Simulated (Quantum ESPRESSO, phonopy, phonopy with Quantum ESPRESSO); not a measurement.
# Grüneisen parameters and expansion of CaO (Fm-3m), part 2 of 2

Which modes of CaO drive its thermal expansion?

Measurements to reproduce:
- heat capacity C_P per formula unit 42.2 J/mol/K and bulk modulus 113 GPa near room temperature (given in “High-Throughput Prediction of Finite-Temperature Properties using the Quasi-Harmonic Approximation”, 2016, arXiv:1603.06924)

Quantum ESPRESSO 7.5; DFT LDA, scalar-relativistic, plane waves, GBRV ultrasoft pseudopotentials.

So far. Step 13 (Self-consistent run, V/V0 0.985): The run ends at a pressure of 2.07 GPa. Step 14 (Born charges and dielectric tensor): The Born charges sum to zero within 0.0011 e; the rest is removed before use. Acoustic frequencies in this log differ from zero by the error of the sum rule, which ph.x does not impose.

**16. Lattice dynamics at this volume, V/V0 0.985**

This step: DFT LDA, scalar-relativistic, plane waves, GBRV ultrasoft pseudopotentials (phonopy with Quantum ESPRESSO 4.10.0 / 7.5).

Wall time 49 s (8 threads of Arm Neoverse V2, shared host); 6.3 min of CPU time.

Phonopy, LO-TO term from ph.x's tensors. The phonon branches at the labelled points (cm⁻¹):

```csv
point,branch 1,branch 2,branch 3,branch 4,branch 5,branch 6
Γ,0,0,0,303,303,580
halfway,162,162,249,332,332,505
X,205,205,322,327,327,398
halfway,205,232,319,327,340,394
U,204,286,305,326,372,386
jump to K,204,286,305,326,372,386
halfway,164,192,269,308,347,524
Γ,0,0,0,303,303,580
halfway,146,146,248,316,316,553
L,196,196,335,335,390,495
halfway,206,242,330,349,356,442
W,248,282,282,340,370,370
halfway,227,233,314,334,342,390
X,205,205,322,327,327,398
```

No mode is imaginary beyond numerical noise along the path. The highest zone-centre mode (no LO–TO term) moved by +3.8 % for a volume change of -1.5 %.

The time given is that of the 2 pw.x runs on displaced cells behind this step.

**17. Self-consistent run, V/V0 1.03**

This step: DFT LDA, scalar-relativistic, plane waves, GBRV ultrasoft pseudopotentials (Quantum ESPRESSO 7.5).

System of this step: CaO. Symmetry: Fm-3m, No. 225, cubic system. Conventional cell: a = 4.756 Å, b = 4.756 Å, c = 4.756 Å, α = 90.00°, β = 90.00°, γ = 90.00°. Ca has 6 O at 2.38 Å nearest. Nearest to O lie 6 Ca at 2.38 Å. Farther neighbours and most contacts between anions are not listed.

Input file scf.in:

```
&control
   calculation = 'scf'
   prefix = 'x'
   outdir = './tmp'
   pseudo_dir = './pseudo'
   tprnfor = .true.
   tstress = .true.
/
&system
   ibrav = 0
   nat = 2
   ntyp = 2
   ecutwfc = 45.0
   ecutrho = 270.0
   occupations = 'fixed'
   nbnd = 10
/
&electrons
   conv_thr = 1.0d-12
   mixing_beta = 0.7
   electron_maxstep = 100
/
ATOMIC_SPECIES
 Ca     40.0780  Ca.upf
 O      15.9990  O.upf
CELL_PARAMETERS angstrom
     0.000000000    2.377843380    2.377843380
     2.377843380    0.000000000    2.377843380
     2.377843380    2.377843380    0.000000000
ATOMIC_POSITIONS crystal
 Ca     0.000000000   0.000000000   0.000000000
 O      0.500000000   0.500000000   0.500000000
K_POINTS automatic
 8 8 8 0 0 0
```

On the command line:

```
$ OMP_NUM_THREADS=1 mpirun -n 8 pw.x -nk 8 -in scf.in > scf.out
```

Run time: 1.9 s. Hardware: 8 MPI ranks; 15 s of CPU time.

The run ends at a pressure of -3.54 GPa.

**18. Zone-centre response**

Input file ph.in:

```
phonons
&inputph
   prefix = 'x'
   outdir = './tmp'
   fildyn = 'x.dyn'
   tr2_ph = 1.0d-18
   epsil = .true.
/
0.000000000 0.000000000 0.000000000
```

scf.in is that of step 17.

On the command line:

```
$ OMP_NUM_THREADS=1 mpirun -n 8 ph.x -nk 8 -in ph.in > ph.out
```

Elapsed: 20 s, on 8 MPI ranks.

ε∞:

```
3.86 0.00 0.00
0.00 3.86 0.00
0.00 0.00 3.86
```

The Born charges sum to zero within 9.2e-4 e; the rest is removed before use. Acoustic frequencies in this log differ from zero by the error of the sum rule, which ph.x does not impose.

**19. A displaced supercell**

System of this step: CaO. Symmetry: Imm2, No. 44, orthorhombic system. Conventional cell: a = 6.726 Å, b = 9.511 Å, c = 6.726 Å, α = 90.00°, β = 90.00°, γ = 90.00°. Nearest to Ca lie 6 O at 2.36 to 2.39 Å. Nearest to Ca lie 6 O at 2.38 Å. Nearest to O lie 6 Ca at 2.38 Å. Farther neighbours and most contacts between anions are not listed.

Input file disp-00001.in:

```
&control
   calculation = 'scf'
   prefix = 'x'
   outdir = './tmp'
   pseudo_dir = './pseudo'
   tprnfor = .true.
   disk_io = 'none'
/
&system
   ibrav = 0
   nat = 16
   ntyp = 2
   ecutwfc = 45.0
   ecutrho = 270.0
   occupations = 'fixed'
   nbnd = 66
/
&electrons
   conv_thr = 1.0d-11
   mixing_beta = 0.7
   electron_maxstep = 100
/
ATOMIC_SPECIES
 Ca     40.0780  Ca.upf
 O      15.9990  O.upf
CELL_PARAMETERS angstrom
     0.000000000    4.755686761    4.755686761
     4.755686761    0.000000000    4.755686761
     4.755686761    4.755686761    0.000000000
ATOMIC_POSITIONS crystal
 Ca     0.002973732   0.000000000   0.000000000
 Ca     0.500000000   0.000000000   0.000000000
 Ca     0.000000000   0.500000000   0.000000000
 Ca     0.500000000   0.500000000   0.000000000
 Ca     0.000000000   0.000000000   0.500000000
 Ca     0.500000000   0.000000000   0.500000000
 Ca     0.000000000   0.500000000   0.500000000
 Ca     0.500000000   0.500000000   0.500000000
 O      0.250000000   0.250000000   0.250000000
 O      0.750000000   0.250000000   0.250000000
 O      0.250000000   0.750000000   0.250000000
 O      0.750000000   0.750000000   0.250000000
 O      0.250000000   0.250000000   0.750000000
 O      0.750000000   0.250000000   0.750000000
 O      0.250000000   0.750000000   0.750000000
 O      0.750000000   0.750000000   0.750000000
K_POINTS automatic
 3 3 3 0 0 0
```

On the command line:

```
$ OMP_NUM_THREADS=1 mpirun -n 4 pw.x -nk 4 -in disp-00001.in > disp-00001.out
```

The job ended after 46 s (4 MPI ranks; 3 min of CPU time).

**20. Lattice dynamics at this volume, V/V0 1.03**

This step: DFT LDA, scalar-relativistic, plane waves, GBRV ultrasoft pseudopotentials (phonopy with Quantum ESPRESSO 4.10.0 / 7.5).

Run time: 50 s. Hardware: 8 threads.

No mode is imaginary beyond numerical noise along the path. The highest zone-centre mode (no LO–TO term) moved by -7.5 % for a volume change of +3.0 %.

The time given is that of the 2 pw.x runs on displaced cells behind this step.

**21. Self-consistent run, V/V0 0.97**

This step: DFT LDA, scalar-relativistic, plane waves, GBRV ultrasoft pseudopotentials (Quantum ESPRESSO 7.5).

System of this step: CaO. The structure is cubic, space group Fm-3m (No. 225). The conventional cell has a = 4.661 Å, b = 4.661 Å, c = 4.661 Å, α = 90.00°, β = 90.00°, γ = 90.00°. Nearest to Ca lie 6 O at 2.33 Å. Nearest to O lie 6 Ca at 2.33 Å. Farther neighbours and most contacts between anions are not listed.

Changes to scf.in since step 18:

```diff
@@ -26,5 +26,5 @@
 CELL_PARAMETERS angstrom
-     0.000000000    2.377843380    2.377843380
-     2.377843380    0.000000000    2.377843380
-     2.377843380    2.377843380    0.000000000
+     0.000000000    2.330744935    2.330744935
+     2.330744935    0.000000000    2.330744935
+     2.330744935    2.330744935    0.000000000
 ATOMIC_POSITIONS crystal
```

On the command line:

```
$ OMP_NUM_THREADS=1 mpirun -n 8 pw.x -nk 8 -in scf.in > scf.out
```

Wall time 1.9 s (8 MPI ranks).

The run ends at a pressure of 4.27 GPa.

**22. Born charges and dielectric tensor**

ph.in is that of step 18.

scf.in is that of step 21.

On the command line:

```
$ OMP_NUM_THREADS=1 mpirun -n 8 ph.x -nk 8 -in ph.in > ph.out
```

Run time: 19 s. Hardware: 8 MPI ranks; 2.5 min of CPU time.

ε∞:

```
3.90 0.00 0.00
0.00 3.90 0.00
0.00 0.00 3.90
```

The Born charges sum to zero within 0.0011 e; the rest is removed before use. Acoustic frequencies in this log differ from zero by the error of the sum rule, which ph.x does not impose.

**23. A displaced supercell**

System of this step: CaO. It takes space group Imm2 (No. 44, orthorhombic). The conventional cell has a = 6.592 Å, b = 9.323 Å, c = 6.592 Å, α = 90.00°, β = 90.00°, γ = 90.00°. Nearest to Ca lie 6 O at 2.32 to 2.34 Å. Ca has 6 O at 2.33 Å nearest. Nearest to Ca lie 6 O at 2.33 Å. Nearest to O lie 6 Ca at 2.33 Å. Farther neighbours and most contacts between anions are not listed.

Changes to disp-00001.in since step 19:

```diff
@@ -26,7 +26,7 @@
 CELL_PARAMETERS angstrom
-     0.000000000    4.755686761    4.755686761
-     4.755686761    0.000000000    4.755686761
-     4.755686761    4.755686761    0.000000000
+     0.000000000    4.661489869    4.661489869
+     4.661489869    0.000000000    4.661489869
+     4.661489869    4.661489869    0.000000000
 ATOMIC_POSITIONS crystal
- Ca     0.002973732   0.000000000   0.000000000
+ Ca     0.003033823   0.000000000   0.000000000
  Ca     0.500000000   0.000000000   0.000000000
```

On the command line:

```
$ OMP_NUM_THREADS=1 mpirun -n 4 pw.x -nk 4 -in disp-00001.in > disp-00001.out
```

It took 45 s on 4 MPI ranks.

**24. Phonons, V/V0 0.97**

This step: DFT LDA, scalar-relativistic, plane waves, GBRV ultrasoft pseudopotentials (phonopy with Quantum ESPRESSO 4.10.0 / 7.5).

Run time: 46 s. Hardware: 8 threads.

No mode is imaginary beyond numerical noise along the path. The highest zone-centre mode (no LO–TO term) moved by +7.7 % for a volume change of -3.0 %.

The time given is that of the 2 pw.x runs on displaced cells behind this step.

**25. Ground state at this cell, V/V0 1.05**

This step: DFT LDA, scalar-relativistic, plane waves, GBRV ultrasoft pseudopotentials (Quantum ESPRESSO 7.5).

System of this step: CaO. Symmetry: Fm-3m, No. 225, cubic system. Conventional cell: a = 4.786 Å, b = 4.786 Å, c = 4.786 Å, α = 90.00°, β = 90.00°, γ = 90.00°. Nearest to Ca lie 6 O at 2.39 Å. O has 6 Ca at 2.39 Å nearest. Farther neighbours and most contacts between anions are not listed.

Changes to scf.in since step 22:

```diff
@@ -26,5 +26,5 @@
 CELL_PARAMETERS angstrom
-     0.000000000    2.330744935    2.330744935
-     2.330744935    0.000000000    2.330744935
-     2.330744935    2.330744935    0.000000000
+     0.000000000    2.393135398    2.393135398
+     2.393135398    0.000000000    2.393135398
+     2.393135398    2.393135398    0.000000000
 ATOMIC_POSITIONS crystal
```

On the command line:

```
$ OMP_NUM_THREADS=1 mpirun -n 8 pw.x -nk 8 -in scf.in > scf.out
```

Wall time 1.9 s (8 MPI ranks); 14 s of CPU time.

The run ends at a pressure of -5.62 GPa.

**26. Born charges and dielectric tensor**

ph.in is that of step 22.

scf.in is that of step 25.

On the command line:

```
$ OMP_NUM_THREADS=1 mpirun -n 8 ph.x -nk 8 -in ph.in > ph.out
```

It took 20 s on 8 MPI ranks.

The Born charges sum to zero within 8.6e-4 e; the rest is removed before use. Acoustic frequencies in this log differ from zero by the error of the sum rule, which ph.x does not impose.

**27. A displaced supercell**

System of this step: CaO. Symmetry: Imm2, No. 44, orthorhombic system. The conventional cell has a = 6.769 Å, b = 9.573 Å, c = 6.769 Å, α = 90.00°, β = 90.00°, γ = 90.00°. Ca has 6 O at 2.38 to 2.41 Å nearest. Ca has 6 O at 2.39 Å nearest. Nearest to Ca lie 6 O at 2.39 Å. O has 6 Ca at 2.39 Å nearest. Farther neighbours and most contacts between anions are not listed.

Changes to disp-00001.in since step 23:

```diff
@@ -26,7 +26,7 @@
 CELL_PARAMETERS angstrom
-     0.000000000    4.661489869    4.661489869
-     4.661489869    0.000000000    4.661489869
-     4.661489869    4.661489869    0.000000000
+     0.000000000    4.786270796    4.786270796
+     4.786270796    0.000000000    4.786270796
+     4.786270796    4.786270796    0.000000000
 ATOMIC_POSITIONS crystal
- Ca     0.003033823   0.000000000   0.000000000
+ Ca     0.002954730   0.000000000   0.000000000
  Ca     0.500000000   0.000000000   0.000000000
```

On the command line:

```
$ OMP_NUM_THREADS=1 mpirun -n 4 pw.x -nk 4 -in disp-00001.in > disp-00001.out
```

Run time: 46 s. Hardware: 4 MPI ranks.

**28. Phonons, V/V0 1.05**

This step: DFT LDA, scalar-relativistic, plane waves, GBRV ultrasoft pseudopotentials (phonopy with Quantum ESPRESSO 4.10.0 / 7.5).

Wall time 49 s (8 threads).

Phonopy, LO-TO term from ph.x's tensors. The phonon branches at the labelled points (cm⁻¹):

```
    point  branch 1  branch 2  branch 3  branch 4  branch 5  branch 6
        Γ         0         0         0       256       256       541
  halfway       160       160       212       283       283       478
        X       201       201       276       280       280       383
  halfway       198       223       276       281       296       376
        U       190       263       272       283       337       359
jump to K       190       263       272       283       338       359
  halfway       137       186       245       268       299       490
        Γ         0         0         0       256       256       541
  halfway       129       129       232       272       272       515
        L       170       170       295       295       365       460
  halfway       183       218       290       304       338       410
        W       224       259       259       306       336       336
  halfway       213       224       274       293       298       370
        X       201       201       276       280       280       383
```

No mode is imaginary beyond numerical noise along the path. The highest zone-centre mode (no LO–TO term) moved by -12.4 % for a volume change of +5.0 %.

The time given is that of the 2 pw.x runs on displaced cells behind this step.

**29. Mode Grüneisen parameters**

This step: DFT LDA, scalar-relativistic, plane waves, GBRV ultrasoft pseudopotentials (phonopy 4.10.0).

This step gave:

```
share of modes with a negative Grüneisen parameter : 0
```

Mean Grüneisen, by row:

| T (K) | heat-capacity-weighted mean | root mean square |
| --- | --- | --- |
| 50 | 1.426 | 1.576 |
| 100 | 1.525 | 1.642 |
| 200 | 1.556 | 1.66 |
| 300 | 1.554 | 1.656 |
| 500 | 1.551 | 1.652 |
| 800 | 1.549 | 1.65 |

The mean mode Grueneisen parameter by wavenumber:

```csv
wavenumber (cm⁻¹),mean mode Grueneisen parameter
10,-
28,-
48,1.07
66,1.3
85,1.75
104,1.14
123,1.36
142,1.56
161,1.54
180,1.57
199,1.32
218,1.16
237,1.22
256,1.22
275,1.33
294,1.78
313,2
332,1.98
351,1.6
370,1.31
389,1.05
408,1.06
427,1.03
446,1.03
465,1.02
484,1.05
503,1.05
522,1.05
541,1.07
560,1.08
```

Volume series, by row:

```csv
V/V0,V (Å³/atom),pressure (GPa),E - E0 (meV/atom),gap (eV),zero-point energy (meV/atom),lowest on the path (cm⁻¹),highest at Gamma without the LO-TO term (cm⁻¹)
0.97,12.66,4.266,5.459,3.427,58.55,0,314.4
0.985,12.86,2.071,1.439,3.441,57.22,0,303.2
1,13.05,0.049,0,3.452,55.92,0,292
1.015,13.25,-1.816,0.935,3.463,54.65,0,281.1
1.03,13.44,-3.537,4.067,3.472,53.38,0,270.2
1.05,13.71,-5.625,11.37,3.483,51.75,0,255.8
```

Table of optical frequency at Gamma without the LO-TO term, mode 4 by V/V0:

```
  V/V0  optical frequency at Gamma without the LO-TO term, mode 4 (cm⁻¹)
0.9700                                                               314
0.9850                                                               303
1.0000                                                               292
1.0150                                                               281
1.0300                                                               270
1.0500                                                               256
```

Grüneisen at points, by row:

```
point  branch  frequency (cm⁻¹)  mode Grüneisen parameter
    Γ       4               292                      2.53
    Γ       6             570.5                       1.1
    X       1             204.7                      0.11
    X       3             312.5                      2.17
    X       4             315.7                      2.42
    X       6             393.2                      0.67
    U       1               201                      1.01
    U       2             280.9                      1.16
    U       3             298.5                       1.5
    U       4             315.1                      2.18
    U       5             362.8                      1.56
    U       6             377.8                      1.25
    K       1               201                      1.01
    K       2             280.9                      1.16
    K       3             298.5                       1.5
    K       4             315.1                      2.18
    K       5             362.8                      1.56
    K       6             377.8                      1.25
    L       1             190.1                      2.16
    L       3             325.2                      1.94
    L       5             383.9                      1.02
    L       6             486.7                      1.14
    W       1             241.9                      1.58
    W       2             278.3                      1.06
    W       4               332                      1.64
    W       5             360.1                      1.66
```

The printed pressures lie 0.11 GPa below −dE/dV of the same runs on average, in a series that spans 9.9 GPa: energy and stress disagree, as they do when the basis is incomplete, so the pressures are not converged.

**30. Free-energy fit**

Numbers from this step:

```
volume expansion coefficient at 300 K : 35.03 1e-6/K
isothermal bulk modulus at 300 K      : 120.5 GPa
C_P at 300 K                          : 21.36 J/mol-atom/K
Grüneisen parameter at 300 K          : 1.605
```

Energy (each curve on its own zero) against volume; values in meV/atom:

```
volume (Å³/atom)  static  F at 0 K  F at 300 K  F at 1300 K
          12.662    5.46      8.76        10.9         25.6
          12.857    1.44      3.42        4.75         13.8
          13.053       0      0.67         1.2         4.56
          13.249    0.93      0.33        0.01        -2.42
          13.445    4.07      2.21           1        -7.35
          13.706    11.4      7.87        5.43        -11.0
```

Phonopy-qha, vinet fit of F(V) at each temperature; no electronic free energy. Qha vinet, by row:

```csv
T (K),fitted volume (Å³/atom),alpha_V (1e-6/K),B_T (GPa),C_P (J/mol-atom/K),Grueneisen
100,13.18,12.21,125.2,7.681,1.564
150,13.2,21.79,124.2,13.59,1.586
200,13.21,28.14,123.1,17.42,1.596
250,13.23,32.24,121.8,19.81,1.601
300,13.25,35.03,120.5,21.36,1.605
350,13.28,37.07,119.2,22.42,1.609
400,13.3,38.68,117.8,23.19,1.614
450,13.33,40.02,116.4,23.76,1.62
500,13.36,41.19,115,24.22,1.626
550,13.39,42.27,113.5,24.59,1.632
600,13.41,43.28,112,24.91,1.639
650,13.44,44.26,110.5,25.19,1.647
700,13.47,45.22,109,25.44,1.654
750,13.5,46.18,107.4,25.67,1.662
800,13.54,47.15,105.8,25.89,1.67
850,13.57,48.14,104.2,26.11,1.679
```

Volume expansion coefficient, phonopy-qha, Vinet against temperature:

| temperature (K) | volume expansion coefficient, phonopy-qha, Vinet (1e-6/K) |
| --- | --- |
| 75 | 6.79 |
| 100 | 12.2 |
| 150 | 21.8 |
| 175 | 25.3 |
| 225 | 30.4 |
| 250 | 32.2 |
| 300 | 35.0 |
| 325 | 36.1 |
| 375 | 37.9 |
| 400 | 38.7 |
| 450 | 40.0 |
| 475 | 40.6 |
| 525 | 41.7 |
| 550 | 42.3 |
| 600 | 43.3 |
| 625 | 43.8 |
| 675 | 44.7 |
| 700 | 45.2 |
| 750 | 46.2 |
| 775 | 46.7 |
| 825 | 47.6 |
| 850 | 48.1 |

The fit gives a volume expansion of 35.0 × 10⁻⁶/K at 300 K.

**31. Results**

| Item | Value |
| --- | --- |
| volume expansion coefficient at 300 K | 35.03 1e-6/K |
| isothermal bulk modulus at 300 K | 120.5 GPa |
| C_P at 300 K | 21.36 J/mol-atom/K |
| Grüneisen parameter at 300 K | 1.605 |
| mean mode Grüneisen parameter at 300 K | 1.55 |

What this shows: Near room temperature CaO expands by 35.0 × 10⁻⁶/K in volume by LDA, with C_P = 21.4 J/(mol K) per mole of atoms and B_T = 121 GPa. The q-mesh is coarse, and the expansion can converge slowly with it. The table stops at 850 K because beyond it the fitted volume comes within 1 % of the largest computed cell, where the fit loses its support. C_P at room temperature is 86 % of the classical 3R an atom, so the stiffest modes are still partly frozen out. A measured bulk modulus near room temperature is 113 GPa (arXiv:1603.06924); the calculated 121 GPa differs by +7 %. The table does not say whether its value is isothermal or adiabatic. A measured heat capacity per formula unit near room temperature is 42.2 J/mol/K (arXiv:1603.06924); the calculated 42.7 J/mol/K differs by +1 %. The heat-capacity-weighted Grüneisen parameter goes from 1.43 at 50 K to 1.55 at 800 K. Weighting γ by the density of states and each mode's heat capacity at 300 K, modes below 190 cm⁻¹ give about 13 % of the sum of γC that drives the expansion, those up to 380 cm⁻¹ 78 % and the rest 9 %. Among the labelled points γ is largest for branch 4 at Γ (292 cm⁻¹, 2.5) and smallest for branch 1 at X (205 cm⁻¹, 0.11). The supercell is small: only its own wavevectors are exact, and branches between them are interpolated and can be misplaced. The printed pressures lie 0.11 GPa below −dE/dV of the same runs on average, in a series that spans 9.9 GPa: energy and stress disagree, as they do when the basis is incomplete, so the pressures are not converged.

[Logs are printed without paths, hosts, clocks, repeated set-up lines and the standing remarks that a program may print on its own settings, such as how far it seeks lower states.]

[Hosts, paths, dates, database ids (printed as entryN), source tags and the programs' standing remarks are cut or masked in the printed files.]

[A step with changed settings may run another functional than the one named; its input shows which.]

[Of the runs on displaced cells, only some may be shown.]
